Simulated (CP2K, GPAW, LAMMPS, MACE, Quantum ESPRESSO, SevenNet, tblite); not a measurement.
# Running amorphous Ge (66 atoms) with CP2K, part 2 of 3

How do the settings of CP2K change the result for amorphous Ge (66 atoms)? A plane-wave run serves as the yardstick.

Program: CP2K 2026.2; the method stands at each step. Banners, paths, timers and routine set-up lines are dropped from the logs unmarked, and long logs keep their key lines alone; longer cuts are marked.

So far. Step 3 (PBE, TZV2P-UZH, 350/50 Ry, diagonalisation): Against the first run (13 %), the force difference from the reference is 6.5 %, at 3.1 times the CPU time (on 4 against 2 cores), with 1914 basis functions against 858: the larger basis brings the forces nearer.

### 5. TPSS, PBE potentials, DZVP-UZH, 350/50 Ry, diagonalisation

Method: Kohn-Sham DFT, TPSS, GTH-PBE pseudopotentials, Gaussian and plane waves, DZVP-MOLOPT (UZH set), diagonalisation.

Contents of input.inp:

```
&GLOBAL
  PROJECT cell
  RUN_TYPE ENERGY_FORCE
  PRINT_LEVEL LOW
&END GLOBAL
&FORCE_EVAL
  METHOD QS
  STRESS_TENSOR ANALYTICAL
  &DFT
    BASIS_SET_FILE_NAME BASIS_MOLOPT_UZH
    POTENTIAL_FILE_NAME POTENTIAL_UZH
    &MGRID
      CUTOFF 350
      REL_CUTOFF 50
    &END MGRID
    &QS
      EPS_DEFAULT 1.0E-12
    &END QS
    &SCF
      SCF_GUESS ATOMIC
      EPS_SCF 5.0E-06
      MAX_SCF 200
      ADDED_MOS 29
      &DIAGONALIZATION
        ALGORITHM STANDARD
      &END DIAGONALIZATION
      &SMEAR ON
        METHOD FERMI_DIRAC
        ELECTRONIC_TEMPERATURE [K] 580
      &END SMEAR
      &MIXING
        METHOD BROYDEN_MIXING
        ALPHA 0.15
        NBROYDEN 12
      &END MIXING
      &PRINT
        &RESTART OFF
        &END RESTART
      &END PRINT
    &END SCF
    &XC
      &XC_FUNCTIONAL TPSS
      &END XC_FUNCTIONAL
    &END XC
    &PRINT
      &MULLIKEN ON
      &END MULLIKEN
      &HIRSHFELD ON
        SHAPE_FUNCTION DENSITY
      &END HIRSHFELD
      &MO ON
        EIGENVALUES T
        OCCUPATION_NUMBERS T
        MO_INDEX_RANGE 121 144
        &EACH
          QS_SCF 0
        &END EACH
        ADD_LAST NUMERIC
      &END MO
    &END PRINT
  &END DFT
  &SUBSYS
    &CELL
      A 11.53150 0.00000 0.00000
      B 0.00000 11.53150 0.00000
      C 0.00000 0.00000 11.53150
    &END CELL
    &TOPOLOGY
      COORD_FILE_NAME structure.xyz
      COORD_FILE_FORMAT XYZ
    &END TOPOLOGY
    &KIND Ge
      BASIS_SET DZVP-MOLOPT-PBE-GTH-q4
      POTENTIAL GTH-PBE-q4
    &END KIND
  &END SUBSYS
  &PRINT
    &FORCES ON
    &END FORCES
    &STRESS_TENSOR ON
    &END STRESS_TENSOR
  &END PRINT
&END FORCE_EVAL
```

Contents of structure.xyz:

```xyz
66

[... 66 atom lines left out: the same atoms as in the first run ...]
```

Run with:

```sh
OMP_NUM_THREADS=1 mpirun -np 4 cp2k.psmp -i input.inp > output.txt
```

Numbers of over 12 decimals in the logs are rounded to 6 here.

The program printed:

```text
CP2K| version string:                                       CP2K version 2026.2
 CP2K| Input file name                                                 input.inp
 GLOBAL| Basis set file name                                    BASIS_MOLOPT_UZH
 GLOBAL| Potential file name                                       POTENTIAL_UZH
[... lines left out ...]
 Number of electrons:                                                        264
[... lines left out ...]
  Step     Update method      Time    Convergence         Total energy    Change
[... lines left out ...]
  *** SCF run converged in    16 steps ***
[... lines left out ...]
  Fermi energy:                                                 0.153289
  Total energy:                                              -258.329520
  Total energy (extrapolated to T->0):                       -258.327402
[... lines left out ...]
 MO| E(Fermi):            0.153289 a.u.          4.171219 eV
[... lines left out ...]
 ENERGY| Total FORCE_EVAL ( QS ) energy [hartree]           -258.329476
[... lines left out ...]
 FORCES|      1 -7.87100440E-04 -1.51551649E-03  6.11040686E-03   6.34455589E-03
 FORCES|      2 -5.34380488E-03  8.18817079E-04  2.21899757E-03   5.84385679E-03
 FORCES|      3  3.07510817E-03 -5.58980021E-03  7.33292061E-04   6.42182792E-03
[...]
FORCES|     65  5.14101554E-03  6.86722493E-03  5.13656546E-03   9.99865609E-03
 FORCES|     66 -3.59775813E-04 -6.43162189E-03  2.31589505E-03   6.84533188E-03
 FORCES| Sum    -6.84187856E-05  6.38669209E-05  1.48931316E-05
 FORCES| Total atomic force                                       9.47729876E-05
 STRESS| Analytical stress tensor [bar]
 STRESS|                        x                   y                   z
 STRESS|      x        3.81948853006E+04   1.15792738728E+04  -1.72749683838E+03
 STRESS|      y        1.15792738728E+04   3.31761070822E+04  -9.39870251275E+02
 STRESS|      z       -1.72749683838E+03  -9.39870251275E+02   4.74271624121E+04
 STRESS| 1/3 Trace                                             3.95993849317E+04
```

It took 1.8 min on 4 MPI ranks of Arm Neoverse V1, shared host; peak memory 3.6 GiB.

Numbers from this run, and their distance from the reference:

* r.m.s. force component: 0.2392 eV/Å
* r.m.s. difference of force components: 39.64 meV/Å
* longest difference of force vectors: 125.5 meV/Å
* force difference over r.m.s. force: 17.67 %
* slope of forces against the reference's: 1.052
* correlation of force components: 0.9874
* pressure: 3.96 GPa
* pressure difference: 1.022 GPa

Against the first run (13 %), the force difference from the reference is 18 %, at 2.8 times the CPU time (on 4 against 2 cores); the model has changed, so this is no error of the program alone.

### 6. PBE, DZVP-MOLOPT (SR for Ge), 350/50 Ry, diagonalisation

Method: Kohn-Sham DFT, PBE, GTH-PBE pseudopotentials, Gaussian and plane waves, DZVP-MOLOPT-GTH, diagonalisation.

input.inp: that of step 5 with these lines changed.

```diff
@@ -9,4 +9,4 @@
   &DFT
-    BASIS_SET_FILE_NAME BASIS_MOLOPT_UZH
-    POTENTIAL_FILE_NAME POTENTIAL_UZH
+    BASIS_SET_FILE_NAME BASIS_MOLOPT
+    POTENTIAL_FILE_NAME GTH_POTENTIALS
     &MGRID
@@ -41,3 +41,3 @@
     &XC
-      &XC_FUNCTIONAL TPSS
+      &XC_FUNCTIONAL PBE
       &END XC_FUNCTIONAL
@@ -67,8 +67,32 @@
     &END CELL
-    &TOPOLOGY
-      COORD_FILE_NAME structure.xyz
-      COORD_FILE_FORMAT XYZ
-    &END TOPOLOGY
+    &COORD
+      SCALED
+      Ge 0.06032 0.43496 0.61395
+      Ge 0.96997 0.62348 0.64661
+      Ge 0.00339 0.04159 0.89803
+      Ge 0.22273 0.39204 0.37434
+      Ge 0.18792 0.90764 0.96133
+      Ge 0.60648 0.19008 0.91224
+      Ge 0.71076 0.48723 0.85549
+      Ge 0.30773 0.18280 0.36654
+      Ge 0.36917 0.98789 0.05263
+      Ge 0.03840 0.99466 0.22054
+      Ge 0.55409 0.84736 0.83017
+      Ge 0.51433 0.45294 0.16191
+      Ge 0.56934 0.34864 0.77264
+      Ge 0.46796 0.03344 0.87036
+      Ge 0.76656 0.62825 0.70563
+      Ge 0.56883 0.24781 0.11517
+      Ge 0.92222 0.61136 0.32707
+      Ge 0.32368 0.09538 0.72062
+      Ge 0.92909 0.29399 0.50012
+      Ge 0.58865 0.26678 0.57479
+[... 42 atom lines left out ...]
+      Ge 0.21781 0.47629 0.04328
+      Ge 0.62706 0.86338 0.31747
+      Ge 0.09796 0.09685 0.71398
+      Ge 0.55863 0.56870 0.98967
+    &END COORD
     &KIND Ge
-      BASIS_SET DZVP-MOLOPT-PBE-GTH-q4
+      BASIS_SET DZVP-MOLOPT-SR-GTH-q4
       POTENTIAL GTH-PBE-q4
```

Run with:

```sh
OMP_NUM_THREADS=2 cp2k.psmp -i input.inp > output.txt
```

The program printed:

```text
CP2K| version string:                                       CP2K version 2026.2
 CP2K| Input file name                                                 input.inp
 GLOBAL| Basis set file name                                        BASIS_MOLOPT
 GLOBAL| Potential file name                                      GTH_POTENTIALS
 GLOBAL| Run type                                                   ENERGY_FORCE
 GLOBAL| Total number of message passing processes                             1
 GLOBAL| Number of threads for this process                                    2
[... lines left out ...]
                        Smear method:                                FERMI_DIRAC
[... lines left out ...]
 Number of electrons:                                                        264
[... lines left out ...]
  Step     Update method      Time    Convergence         Total energy    Change
[... lines left out ...]
  *** SCF run converged in    16 steps ***
[... lines left out ...]
  Fermi energy:                                                 0.152686
  Total energy:                                              -258.745426
  Total energy (extrapolated to T->0):                       -258.743166
[... lines left out ...]
 MO| E(Fermi):            0.152686 a.u.          4.154792 eV
[... lines left out ...]
     66       Ge     1       4.000          3.987                         0.013
  Total Charge                                                           -0.000
 !-----------------------------------------------------------------------------!
 ENERGY| Total FORCE_EVAL ( QS ) energy [hartree]           -258.745418
 FORCES| Atomic forces [hartree/bohr]
 FORCES|   Atom     x               y               z               |f|
 FORCES|      1 -1.85377975E-04 -1.27090243E-03  5.21414356E-03   5.36999544E-03
 FORCES|      2 -5.18331951E-03  6.78483834E-04  2.08131574E-03   5.62663458E-03
 FORCES|      3  3.16095127E-03 -5.41270358E-03  7.93312373E-04   6.31809445E-03
[...]
FORCES|     65  5.39625296E-03  7.48940683E-03  5.10211163E-03   1.05471467E-02
 FORCES|     66 -6.66394086E-04 -6.25094206E-03  2.00557457E-03   6.59853674E-03
 FORCES| Sum     4.90793426E-08  6.65300777E-07  1.38270630E-07
 FORCES| Total atomic force                                       6.81287511E-07
 STRESS| Analytical stress tensor [bar]
 STRESS|                        x                   y                   z
 STRESS|      x        3.79876312361E+04   1.16331549182E+04  -1.73733779512E+03
 STRESS|      y        1.16331549182E+04   3.44489405493E+04  -6.40396962539E+02
 STRESS|      z       -1.73733779512E+03  -6.40396962539E+02   4.80080414703E+04
 STRESS| 1/3 Trace                                             4.01482044186E+04
```

It took 62 s on 2 threads; peak memory 2.2 GiB.

Compared with the plane-wave run:

- r.m.s. force component: 0.2301 eV/Å
- r.m.s. difference of force components: 25.13 meV/Å
- longest difference of force vectors: 93.77 meV/Å
- force difference over r.m.s. force: 11.2 %
- slope of forces against the reference's: 1.019
- correlation of force components: 0.9942
- pressure: 4.015 GPa
- pressure difference: 1.077 GPa

Against the first run (13 %), the force difference from the reference is 11 %, at 0.72 times the CPU time, with 858 basis functions against 858; this set comes with other potentials too, so the change isn't the basis's alone.

### 7. PBE, DZVP-UZH, 350/20 Ry, diagonalisation

Method: Kohn-Sham DFT, PBE, GTH-PBE pseudopotentials, Gaussian and plane waves, DZVP-MOLOPT (UZH set), diagonalisation.

input.inp: that of step 6 with these lines changed.

```diff
@@ -9,7 +9,7 @@
   &DFT
-    BASIS_SET_FILE_NAME BASIS_MOLOPT
-    POTENTIAL_FILE_NAME GTH_POTENTIALS
+    BASIS_SET_FILE_NAME BASIS_MOLOPT_UZH
+    POTENTIAL_FILE_NAME POTENTIAL_UZH
     &MGRID
       CUTOFF 350
-      REL_CUTOFF 50
+      REL_CUTOFF 20
     &END MGRID
@@ -72,3 +72,3 @@
     &KIND Ge
-      BASIS_SET DZVP-MOLOPT-SR-GTH-q4
+      BASIS_SET DZVP-MOLOPT-PBE-GTH-q4
       POTENTIAL GTH-PBE-q4
```

The program printed:

```text
CP2K| version string:                                       CP2K version 2026.2
 CP2K| Input file name                                                 input.inp
 GLOBAL| Basis set file name                                    BASIS_MOLOPT_UZH
 GLOBAL| Potential file name                                       POTENTIAL_UZH
[... lines left out ...]
 Number of electrons:                                                        264
[... lines left out ...]
  Step     Update method      Time    Convergence         Total energy    Change
[... lines left out ...]
  *** SCF run converged in    16 steps ***
[... lines left out ...]
  Fermi energy:                                                 0.151616
  Total energy:                                              -258.767212
  Total energy (extrapolated to T->0):                       -258.764929
[... lines left out ...]
 MO| E(Fermi):            0.151616 a.u.          4.125674 eV
[... lines left out ...]
 ENERGY| Total FORCE_EVAL ( QS ) energy [hartree]           -258.767166
[... lines left out ...]
 FORCES|      1 -5.86098039E-04 -1.60339844E-03  5.74603722E-03   5.99427570E-03
 FORCES|      2 -4.88308384E-03  5.42404160E-04  2.49075235E-03   5.50840787E-03
 FORCES|      3  3.16821563E-03 -5.59980126E-03  9.86145504E-04   6.50905887E-03
[...]
FORCES|     65  5.98426885E-03  7.27810599E-03  4.88230089E-03   1.06122176E-02
 FORCES|     66 -5.56880555E-04 -6.00798511E-03  1.71053961E-03   6.27151870E-03
 FORCES| Sum     2.62313707E-04 -1.66292136E-03  2.21826206E-03
 FORCES| Total atomic force                                       2.78474460E-03
 STRESS| Analytical stress tensor [bar]
 STRESS|                        x                   y                   z
 STRESS|      x        3.61048146336E+04   1.16984987808E+04  -1.75039724819E+03
 STRESS|      y        1.16984987808E+04   3.28573908436E+04  -6.50541417401E+02
 STRESS|      z       -1.75039724819E+03  -6.50541417401E+02   4.63766039830E+04
 STRESS| 1/3 Trace                                             3.84462698201E+04
```

It took 58 s on 2 threads; peak memory 2.2 GiB.

Compared with the plane-wave run:

```
r.m.s. force component                          : 0.2303 eV/Å
r.m.s. difference of force components           : 31.6 meV/Å
longest difference of force vectors             : 105.4 meV/Å
force difference over r.m.s. force              : 14.08 %
slope of forces against the reference's         : 1.017
correlation of force components                 : 0.9907
pressure                                        : 3.845 GPa
pressure difference                             : 0.9063 GPa
energy less the same-level run's                : -2.062 meV/atom
r.m.s. force difference from the same-level run : 14.03 meV/Å
```

This is a coarse setting, run to see what it loses.

Against the first run (13 %), the force difference from the reference is 14 %, at 0.67 times the CPU time: the grid matters here.

(Part 2 of 3 ends here.)

[Also dropped from logs without a mark: logging warnings of Python, and SIESTA's first energy breakdown and zero terms.]

[Logs are printed without paths, hosts, clocks, repeated set-up lines and the standing remarks that a program may print on its own settings, such as how far it seeks lower states.]

[Hosts, paths, dates, database ids (printed as entryN), source tags and the programs' standing remarks are cut or masked in the printed files.]
